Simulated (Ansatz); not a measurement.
## linear Al chain: period, moment and channels by functional

Aim: how far do the period, the moment and the conductance of the linear Al chain depend on the functional, the datasets and spin-orbit coupling, and at what cost?

Program: Ansatz 0.2.0. Level of theory: DFT PBE, plane waves, PAW; relaxation of a chain's period, in the first sound run; inputs show where later runs differ. Results are calculated unless marked as measured.

## Step 1: The structure

The cell holds 1 atom: 1 Al. Its edges and angles: a = 7.500 Å, b = 7.500 Å, c = 2.251 Å, α = 90.0°, β = 90.0°, γ = 90.0°. Vacuum lies along a and b. The structure's axis is c.

## Step 2: Relaxing the period, level PBE, cutoff 420 eV

Band widths follow the bond lengths, so the chain is relaxed first. The atoms and the third cell vector are free; the box across stays fixed as vacuum. Moments are seeded so that a magnetic state can form if it lies lower. A Fermi-Dirac smearing is set since the result may be a metal. The pressure printed is a third of the stress's trace over the whole box, vacuum included; only the stress along the axis is relaxed.

input.yaml

```yaml
crystal:
  lattice:
    - [7.5, 0.0, 0.0]
    - [0.0, 7.5, 0.0]
    - [0.0, 0.0, 2.2506]
  atoms:
    - { symbol: Al, position: [0.5, 0.5, 0.0], spin: 0.5 }
magnetization:
  spin_polarized: true
kpoints:
  mp_grid: { grid: [1, 1, 36] }
scf:
  occupations: { method: fermi_dirac, width: 0.05 }
hamiltonian:
  xc: pbe
relax:
  cell: { fix: [a, b, alpha, beta, gamma] }
  max_steps: 60
```

Command:

```bash
$ ansatz run input.yaml --threads 4 --pin off --max-ram 8192MiB --backend cpu --events-out ev --progress --plain --runs-dir out
```

Numbers of over 12 decimals in the logs are rounded to 6 here.

Output:

```text
Engine: ansatz 0.2.0, aarch64-unknown-linux-gnu
Pseudopotentials: kind: paw
Pseudopotential: Al, paw, valence charge 3, recommended cutoff 420 eV (normal), Al.paw.azcp
Functional definition: PBE
  parameter kappa = 0.804
  parameter beta = 0.066725
  exchange = pbe_x(kappa = kappa, mu = beta*pi^2/3)
  correlation = pbe_c(beta = beta)
Crystal: 1 atoms, lattice volume = 126.596 Å³
Basis set: ecut = 420 eV, 2463 PW (Γ), exchange–correlation on 108×108×32 points (8 copies of the dense FFT grid, shifted against one another)
Bands: 6, of which v1, the nominal top of the filled ones, is band 2 counted from 1 (1 counted from 0)
Symmetry: 16 space group operations
Space group: P4/mmm (ITA 123), of the structure as read, at distance tolerance 5.0e-5 Å
Magnetic group: BNS 123.339 (UNI 999), of the structure as read, at distance tolerance 5.0e-5 Å
k-points: 19 of 36
Non-local potential: Al, projectors of the file, l = 0: 2, l = 1: 2, l = 2: 1
PAW form: soft (Blöchl's): semilocal exchange-correlation on the pseudo side does not see the compensation charge
PAW one-centre angular grid: Al, 110 points (default); XC on 64 Gauss nodes
Initial density: superposition of atomic densities (neutral atoms: chi_scale 0, normalization atom)
Starting moments: Σ|m| = 0.5 μB on 1 of 1 site
Initial wavefunctions: pseudopotential atomic-orbital guess
Functional: x = pbe(κ = 0.804, μ = 0.219515), c = pbe(β = 0.066725)
SCF iter   1: F=—  HF=-535.624706 eV  |F-HF|=—  |Δ(HF+E_count)|=         —  Δρ=1.09e-2 (↑8.44e-3 ↓1.09e-2)  dr2=6.71e-1  dr2_m=7.73e-3  M=0.274 μB ∫|m|=0.274 μB  β_m=0.30  ethr=3.10e-3  ⟨swp⟩=6.4  Hψ=2669  notcnv=0
preconditioner: auto → LDOS  [metal: Δε(μ)=0.097 eV  Ē_g=7.841 eV  σ=0.050 eV  W_gap=0.45  n_scr=8 (ndim 8)  ℏωp=5.5 eV  f_vac=0.381  D(μ)=1.32/eV (n_scr^D=8)]
spin=Collinear: LDOS preconditioning applied to the charge; magnetization (m = ρ↑ − ρ↓) channel mixes plain (no charge-response kernel on spin).
SCF iter   2: F=—  HF=-535.526384 eV  |F-HF|=—  |Δ(HF+E_count)|=   9.83e-2  Δρ=8.03e-3 (↑6.17e-3 ↓8.03e-3)  dr2=3.74e-1  dr2_m=4.78e-3  M=0.243 μB ∫|m|=0.243 μB  β_m=0.30  ethr=3.10e-3  ⟨swp⟩=2.1  Hψ=640  notcnv=0  defer=16
preconditioner: auto → none  [insulator: Δε(μ)=0.147 eV  Ē_g=7.954 eV  σ=0.050 eV  W_gap=0.62  n_scr=8 (ndim 8)  ℏωp=5.7 eV  f_vac=0.414  D(μ)=1.18/eV (n_scr^D=8)  ε∞_Penn≈1.5]
SCF iter   3: F=—  HF=-535.378825 eV  |F-HF|=—  |Δ(HF+E_count)|=   1.48e-1  Δρ=3.21e-3 (↑3.21e-3 ↓2.73e-3)  dr2=1.39e-2  dr2_m=2.96e-3  M=0.213 μB ∫|m|=0.213 μB  β_m=0.30  ethr=3.10e-3  ⟨swp⟩=2.4  Hψ=434  notcnv=0  defer=16
SCF iter   4: F=—  HF=-535.403593 eV  |F-HF|=—  |Δ(HF+E_count)|=   2.48e-2  Δρ=1.80e-3 (↑1.57e-3 ↓1.80e-3)  dr2=4.56e-3  dr2_m=1.72e-3  M=0.195 μB ∫|m|=0.196 μB  β_m=0.30  ethr=4.63e-4  ⟨swp⟩=2.8  Hψ=472  notcnv=0  defer=19
SCF iter   5: F=—  HF=-535.410619 eV  |F-HF|=—  |Δ(HF+E_count)|=   7.03e-3  Δρ=9.94e-4 (↑9.94e-4 ↓9.35e-4)  dr2=2.63e-5  dr2_m=1.08e-3  M=0.178 μB ∫|m|=0.180 μB  β_m=0.30  ethr=1.52e-4  ⟨swp⟩=2.8  Hψ=410  notcnv=0  defer=19
SCF iter   6: F=—  HF=-535.411877 eV  |F-HF|=—  |Δ(HF+E_count)|=   1.26e-3  Δρ=7.82e-4 (↑7.82e-4 ↓7.74e-4)  dr2=2.64e-6  dr2_m=7.02e-4  M=0.164 μB ∫|m|=0.166 μB  β_m=0.30  ethr=8.77e-7  ⟨swp⟩=2.4  Hψ=376  notcnv=0  defer=19
SCF iter   7: F=—  HF=-535.412770 eV  |F-HF|=—  |Δ(HF+E_count)|=   8.93e-4  Δρ=6.45e-4 (↑6.39e-4 ↓6.45e-4)  dr2=3.36e-7  dr2_m=4.79e-4  M=0.151 μB ∫|m|=0.153 μB  β_m=0.30  ethr=8.81e-8  ⟨swp⟩=2.1  Hψ=383  notcnv=0  defer=19
Mixer restart at iter 7: flushing history
spin-set hold released at iteration 7 (site moments contracting): the magnetisation degrees of freedom join the quasi-Newton model from the next iteration; the mixer history was flushed
SCF iter   8: F=—  HF=-535.413443 eV  |F-HF|=—  |Δ(HF+E_count)|=   6.73e-4  Δρ=5.44e-4 (↑5.43e-4 ↓5.44e-4)  dr2=3.16e-8  dr2_m=3.42e-4  M=0.138 μB ∫|m|=0.140 μB  β_m=0.43  ethr=1.12e-8  ⟨swp⟩=2.8  Hψ=317  notcnv=0  defer=19
SCF iter   9: F=—  HF=-535.415368 eV  |F-HF|=—  |Δ(HF+E_count)|=   1.92e-3  Δρ=2.97e-4 (↑2.97e-4 ↓2.96e-4)  dr2=1.81e-8  dr2_m=1.02e-4  M=0.085 μB ∫|m|=0.088 μB  β_m=0.44  ethr=1.05e-9  ⟨swp⟩=4.1  Hψ=482  notcnv=0  defer=19
SCF iter  10: F=—  HF=-535.416627 eV  |F-HF|=—  |Δ(HF+E_count)|=   1.26e-3  Δρ=1.36e-4 (↑1.29e-4 ↓1.36e-4)  dr2=1.77e-6  dr2_m=2.02e-5  M=0.033 μB ∫|m|=0.034 μB  β_m=0.73  ethr=6.03e-10  ⟨swp⟩=5.1  Hψ=471  notcnv=0  defer=19
SCF iter  11: F=—  HF=-535.416830 eV  |F-HF|=—  |Δ(HF+E_count)|=   2.03e-4  Δρ=1.97e-5 (↑1.97e-5 ↓1.51e-5)  dr2=1.67e-7  dr2_m=3.40e-7  M=-0.003 μB ∫|m|=0.003 μB  β_m=0.69  ethr=6.03e-10  ⟨swp⟩=5.2  Hψ=504  notcnv=0  defer=19
SCF iter  12: F=—  HF=-535.416832 eV  |F-HF|=—  |Δ(HF+E_count)|=   2.17e-6  Δρ=3.53e-6 (↑3.53e-6 ↓3.41e-6)  dr2=8.39e-10  dr2_m=1.38e-8  M=0.000 μB ∫|m|=0.000 μB  β_m=0.84  ethr=6.03e-10  ⟨swp⟩=4.9  Hψ=563  notcnv=0
SCF iter  13: F=—  HF=-535.416832 eV  |F-HF|=—  |Δ(HF+E_count)|=   4.98e-8  Δρ=1.21e-6 (↑1.21e-6 ↓1.12e-6)  dr2=2.81e-10  dr2_m=1.56e-9  M=-0.000 μB ∫|m|=0.000 μB  β_m=0.92  ethr=2.80e-11  ⟨swp⟩=4.0  Hψ=506  notcnv=0
SCF iter  14: F=—  HF=-535.416832 eV  |F-HF|=—  |Δ(HF+E_count)|=   1.98e-8  Δρ=7.04e-8 (↑6.98e-8 ↓7.04e-8)  dr2=8.45e-14  dr2_m=5.69e-12  M=-0.000 μB ∫|m|=0.000 μB  β_m=0.96  ethr=9.38e-12  ⟨swp⟩=3.8  Hψ=473  notcnv=0
SCF iter  15: F=-535.416832 eV  HF=-535.416832 eV  |F-HF|=5.68e-13  |Δ(HF+E_count)|=  6.82e-11  Δρ=9.60e-9 (↑9.60e-9 ↓8.72e-9)  dr2=9.71e-15  dr2_m=9.65e-14  M=-0.000 μB ∫|m|=0.000 μB  ethr=1.00e-12  ⟨swp⟩=2.0  Hψ=381  notcnv=0
WARN: the starting moments were not kept: the SCF closed with an absolute magnetisation of 2.1e-6 μB, where they sum to 0.5 μB in size (1 site). That is at most 0.1 of that sum. Measured as dr2_m measures the in/out step, that magnetisation stands 3.4e-13 eV from none, at or under the dr2_threshold of 1.0e-7 eV: it is no larger than a step whose dr2_m would equal this threshold. The system may hold no moment; this SC [...]
SCF 1 converged in 15 iterations: F = -535.416832 eV  dr2 = 9.71e-15
  greatest PAW one-centre occupation: 0.508 electrons in one spin orbital (limit 2), on the Al atom at site 0 (counted from 0), in its partial waves of l = 0
relax step   1: F+E_penalty+E_count = -535.41683240 eV  Δ(F+E_penalty+E_count) = +0.000e0 eV  max|allowed force component| = 0.000e0 eV/Å  Δτ_max = 0.0000 Å  P = +2.042 GPa  Ω = 126.596 Å³  fix = [a, b, alpha, beta, gamma]  reactions: a +0.205, b +0.205 GPa  (15 SCF iters, dr2 threshold 1.00e-7 eV, accepted)
Crystal: 1 atoms, lattice volume = 132.127 Å³
[...]
SCF iter   5: F=-535.565011 eV  HF=-535.565011 eV  |F-HF|=1.84e-7  |Δ(HF+E_count)|=   6.21e-7  Δρ=5.98e-6 (↑5.98e-6 ↓5.79e-6)  dr2=1.58e-9  dr2_m=4.24e-8  M=-0.002 μB ∫|m|=0.002 μB  β_m=0.86  ethr=3.33e-9  ⟨swp⟩=4.2  Hψ=535  notcnv=0
iter 6 did not close the SCF: its close was put off for a magnetic moment that had not settled (scf_convergence_deferred on its scf_iter line)
SCF iter   6: F=-535.565012 eV  HF=-535.565012 eV  |F-HF|=3.59e-8  |Δ(HF+E_count)|=   5.72e-7  Δρ=3.15e-6 (↑2.08e-6 ↓3.15e-6)  dr2=3.36e-9  dr2_m=8.02e-9  M=-0.001 μB ∫|m|=0.001 μB  β_m=0.93  ethr=5.27e-11  ⟨swp⟩=1.2  Hψ=711  notcnv=0
iter 7 did not close the SCF: its close was put off for a magnetic moment that had not settled (scf_convergence_deferred on its scf_iter line)
SCF iter   7: F=-535.565012 eV  HF=-535.565012 eV  |F-HF|=6.39e-9  |Δ(HF+E_count)|=   1.09e-7  Δρ=1.09e-6 (↑1.09e-6 ↓1.05e-6)  dr2=2.29e-11  dr2_m=1.41e-9  M=-0.000 μB ∫|m|=0.000 μB  β_m=0.96  ethr=5.27e-11  ⟨swp⟩=1.0  Hψ=698  notcnv=0
SCF iter   8: F=-535.565012 eV  HF=-535.565012 eV  |F-HF|=1.55e-11  |Δ(HF+E_count)|=   2.32e-8  Δρ=1.23e-7 (↑1.23e-7 ↓8.24e-8)  dr2=5.88e-11  dr2_m=1.91e-12  M=0.000 μB ∫|m|=0.000 μB  ethr=1.00e-12  ⟨swp⟩=1.0  Hψ=762  notcnv=0
the starting moments were not kept: the SCF closed with an absolute magnetisation of 2.8e-6 μB, where they sum to 0.5 μB in size (1 site). That is at most 0.1 of that sum. Measured as dr2_m measures the in/out step, that magnetisation stands 6.0e-13 eV from none, at or under the dr2_threshold of 1.0e-7 eV: it is no larger than a step whose dr2_m would equal this threshold.
SCF 3 converged in 8 iterations: F = -535.565012 eV  dr2 = 5.88e-11
  greatest PAW one-centre occupation: 0.486 electrons in one spin orbital (limit 2), on the Al atom at site 0 (counted from 0), in its partial waves of l = 0
relax step   3: F+E_penalty+E_count = -535.56501172 eV  Δ(F+E_penalty+E_count) = -2.018e-2 eV  max|allowed force component| = 0.000e0 eV/Å  Δτ_max = 0.0000 Å  P = +0.280 GPa  Ω = 134.939 Å³  energy of the carried Pulay correction = -4.887e-4 eV  fix = [a, b, alpha, beta, gamma]  reactions: a +0.201, b +0.201 GPa  (8 SCF iters, dr2 threshold 1.00e-7 eV, accepted)
[...]
relax step   4: F+E_penalty+E_count = -535.56621365 eV  Δ(F+E_penalty+E_count) = -1.202e-3 eV  max|allowed force component| = 0.000e0 eV/Å  Δτ_max = 0.0000 Å  P = +0.136 GPa  Ω = 135.855 Å³  energy of the carried Pulay correction = -5.407e-4 eV  fix = [a, b, alpha, beta, gamma]  reactions: a +0.200, b +0.200 GPa  (8 SCF iters, dr2 threshold 1.00e-7 eV, accepted)
Basis set: ecut = 420 eV, 2633 PW (Γ), exchange–correlation on 108×108×36 points (8 copies of the dense FFT grid, shifted against one another)
Initial wavefunctions: pseudopotential atomic-orbital guess (no wavefunctions were taken with the density)
iter 1 solved again at ethr=1.05e-6 eV; its pass at ethr=3.10e-3 eV (dr2=3.16e-5 eV) is discarded
SCF iter   1: F=—  HF=-535.567335 eV  |F-HF|=—  |Δ(HF+E_count)|=         —  Δρ=2.57e-5 (↑2.57e-5 ↓2.57e-5)  dr2=3.53e-7  dr2_m=1.05e-13  M=0.000 μB ∫|m|=0.000 μB  β_m=0.30  ethr=1.05e-6  ⟨swp⟩=2.7  Hψ=3252  notcnv=0
preconditioner: auto → none  [insulator: Δε(μ)=0.167 eV  Ē_g=7.089 eV  σ=0.050 eV  W_gap=0.68  n_scr=8 (ndim 8)  ℏωp=5.5 eV  f_vac=0.475  D(μ)=1.27/eV (n_scr^D=8)  ε∞_Penn≈1.6]
SCF iter   2: F=—  HF=-535.567338 eV  |F-HF|=—  |Δ(HF+E_count)|=   3.63e-6  Δρ=1.82e-5 (↑1.82e-5 ↓1.82e-5)  dr2=1.68e-7  dr2_m=8.60e-14  M=0.000 μB ∫|m|=0.000 μB  β_m=0.62  ethr=1.18e-8  ⟨swp⟩=2.1  Hψ=284  notcnv=0
SCF iter   3: F=—  HF=-535.567347 eV  |F-HF|=—  |Δ(HF+E_count)|=   9.00e-6  Δρ=9.76e-7 (↑9.75e-7 ↓9.76e-7)  dr2=1.19e-9  dr2_m=2.92e-14  M=0.000 μB ∫|m|=0.000 μB  β_m=0.72  ethr=5.60e-9  ⟨swp⟩=2.0  Hψ=294  notcnv=0
SCF iter   4: F=—  HF=-535.567347 eV  |F-HF|=—  |Δ(HF+E_count)|=   7.01e-9  Δρ=5.63e-8 (↑5.54e-8 ↓5.63e-8)  dr2=2.69e-11  dr2_m=1.82e-14  M=0.000 μB ∫|m|=0.000 μB  β_m=0.71  ethr=3.96e-11  ⟨swp⟩=2.0  Hψ=290  notcnv=0
SCF iter   5: F=—  HF=-535.567347 eV  |F-HF|=—  |Δ(HF+E_count)|=   8.54e-9  Δρ=4.53e-8 (↑4.53e-8 ↓4.53e-8)  dr2=2.73e-11  dr2_m=1.34e-14  M=0.000 μB ∫|m|=0.000 μB  β_m=0.71  ethr=1.00e-12  ⟨swp⟩=8.1  Hψ=946  notcnv=0
SCF iter   6: F=-535.567347 eV  HF=-535.567347 eV  |F-HF|=3.41e-12  |Δ(HF+E_count)|=  1.34e-10  Δρ=2.67e-8 (↑2.56e-8 ↓2.67e-8)  dr2=6.45e-12  dr2_m=8.51e-15  M=0.000 μB ∫|m|=0.000 μB  ethr=1.00e-12  ⟨swp⟩=4.0  Hψ=818  notcnv=0
the starting moments were not kept: the SCF closed with an absolute magnetisation of 1.1e-6 μB, where they sum to 0.5 μB in size (1 site). That is at most 0.1 of that sum. Measured as dr2_m measures the in/out step, that magnetisation stands 8.9e-14 eV from none, at or under the dr2_threshold of 1.0e-11 eV: it is no larger than a step whose dr2_m would equal this threshold.
SCF 5 converged in 6 iterations: F = -535.567347 eV  dr2 = 6.45e-12
relax step   5: F+E_penalty+E_count = -535.56734720 eV  Δ(F+E_penalty+E_count) = -1.134e-3 eV  max|allowed force component| = 0.000e0 eV/Å  Δτ_max = 0.0000 Å  P = +0.147 GPa  Ω = 135.855 Å³  fix = [a, b, alpha, beta, gamma]  reactions: a +0.206, b +0.206 GPa  stress off target by 2.88e-2 GPa on what of the cell is left free  SCF on the basis re-selected at this cell (its energy is not comparable with the rows above)  (6 SCF iters)
basis re-selected at this cell: Δ(F+E_penalty+E_count) = -1.134e-3 eV, ΔP = +0.011 GPa vs the last step (what re-selecting the basis moved, of the pressure what is left beyond the Pulay correction that the steps carried, after the strain that the cell walked since its last selection, with what the two solves' SCF thresholds leave and, on support functions, any second-order correction that the steps lacked; it is no measure of the basis error at this ecutwfc). The dense FFT grid was sized anew with the basis: this SCF ran on 54×54×18 points, the steps before it on 54×54×16, so part of this shift can come from that change (see relax.cell in the input reference). [rest of the remark cut]
SCF converged after 6 iterations
Magnetization: 0.0000 μB (1.5000 up, 1.5000 down)
Absolute magnetization: 0.0000 μB (∫|ρ↑−ρ↓|, with the PAW one-centre terms)
Spin contamination: 0.0000 ħ² per cell (⟨S²⟩ above its minimum at these occupations)
Per-site moments (μB) at R_I (Å): [(1.7908568646591166e-7, 0.996267)]
Free energy (F): -535.567347 eV
Harris-Foulkes:  -535.567347 eV  (|F-HF|=3.41e-12)
Internal energy: -535.556339 eV  (E = F + TS)
E sigma→0 (E₀):  -535.561843 eV
Entropy (-TS):   -0.011008 eV (-11.008 meV/atom)
Fermi energy:    -2.517210 eV
--- Per-component energies (eV) ---
  E_band       = -16.705831
  E_kinetic    = 19.220523
  E_local      = -73.565392  (includes V_loc(G=0)·N_el)
  E_nonlocal   = 11.198133
  E_hartree    = 27.592665
  E_xc         = -36.813498
  E_vxc        = -24.965564  (∫ρ·V_xc dr)
  E_paw        = -467.448410  (= ΣΔE_a)
  E_vpaw       = -3.778875  (= ΣTr[D̂ρ^β])
  E_aug_tail   = -0.000002  (compensation charges beyond the density's cutoff)
  E_ewald      = -15.740358
  E_smearing   = -0.011008  (= −TS)
  E_closure    = -0.000000  (closes the sum)
  Σ components = -535.567347   (vs F -535.567347, Δ=0.00e0)
--- Forces (eV/Å), atoms counted from 1 ---
  atom   1  Al     0.00000000    -0.00000000     0.00000000
  max |Σ_I F_I| component: 1.97e-31 eV/Å
--- Stress (GPa, compression-positive) ---
        0.205513       0.000000       0.000000
        0.000000       0.205513       0.000000
        0.000000       0.000000       0.028842
  P = ⅓ Tr σ = 0.1466 GPa (1.466 kbar)
--- Relaxed structure (4 steps of the walk, 4 accepted, 1 SCFs on fresh bases) ---
  F+E_penalty+E_count = -535.56734720 eV   max|allowed force component| = 0.000e0 eV/Å   (the final SCF, on the basis selected at the relaxed cell)
  cell:  # Å, volume = 135.8546 Å³
    - [7.5, 0.0, 0.0]
    - [0.0, 7.5, 0.0]
    - [0.0, 0.0, 2.415193]
  atoms:
    - { symbol: Al, position: [0.5, 0.5, 0.0] }
```

Wall time 4 s (4 threads of Arm Neoverse V2, shared host); peak memory 0.34 GiB; 13 s of CPU time.

Step by step:

| step | energy less that of the first step (eV) | largest force component (eV/Å) | pressure (GPa) | volume (Å³) |
| --- | --- | --- | --- | --- |
| 1 | 0.0000 | 0.0000 | 2.04 | 126.60 |
| 2 | -0.1280 | 0.0000 | 0.78 | 132.13 |
| 3 | -0.1482 | 0.0000 | 0.28 | 134.94 |
| 4 | -0.1494 | 0.0000 | 0.14 | 135.85 |
| 5* | -0.1505 | 0.0000 | 0.15 | 135.85 |

Relaxation steps marked * repeat the geometry before them on a plane-wave basis chosen anew for their cell, so energy and pressure can jump there.

| cell as run | before | after | change |
| --- | --- | --- | --- |
| c (Å) | 2.251 | 2.415 | +7.3 % |

The relaxed structure:

```
Al
1.0
     7.50000    0.00000    0.00000
     0.00000    7.50000    0.00000
     0.00000    0.00000    2.41519
Al
1
Direct
  0.50000 0.50000 0.00000
```

Numbers from this step:

```yaml
energy_at_zero_smearing: -535.5618 eV
cell_length_along_the_wire: 2.415 Å
```

The cell's length comes to 2.415 Å with no moment.

(Continued in part 2 of 4.)

[Logs are printed without paths, hosts, clocks, repeated set-up lines and the standing remarks that a program may print on its own settings, such as how far it seeks lower states.]

[Hosts, paths, dates, database ids (printed as entryN), source tags and the programs' standing remarks are cut or masked in the printed files.]
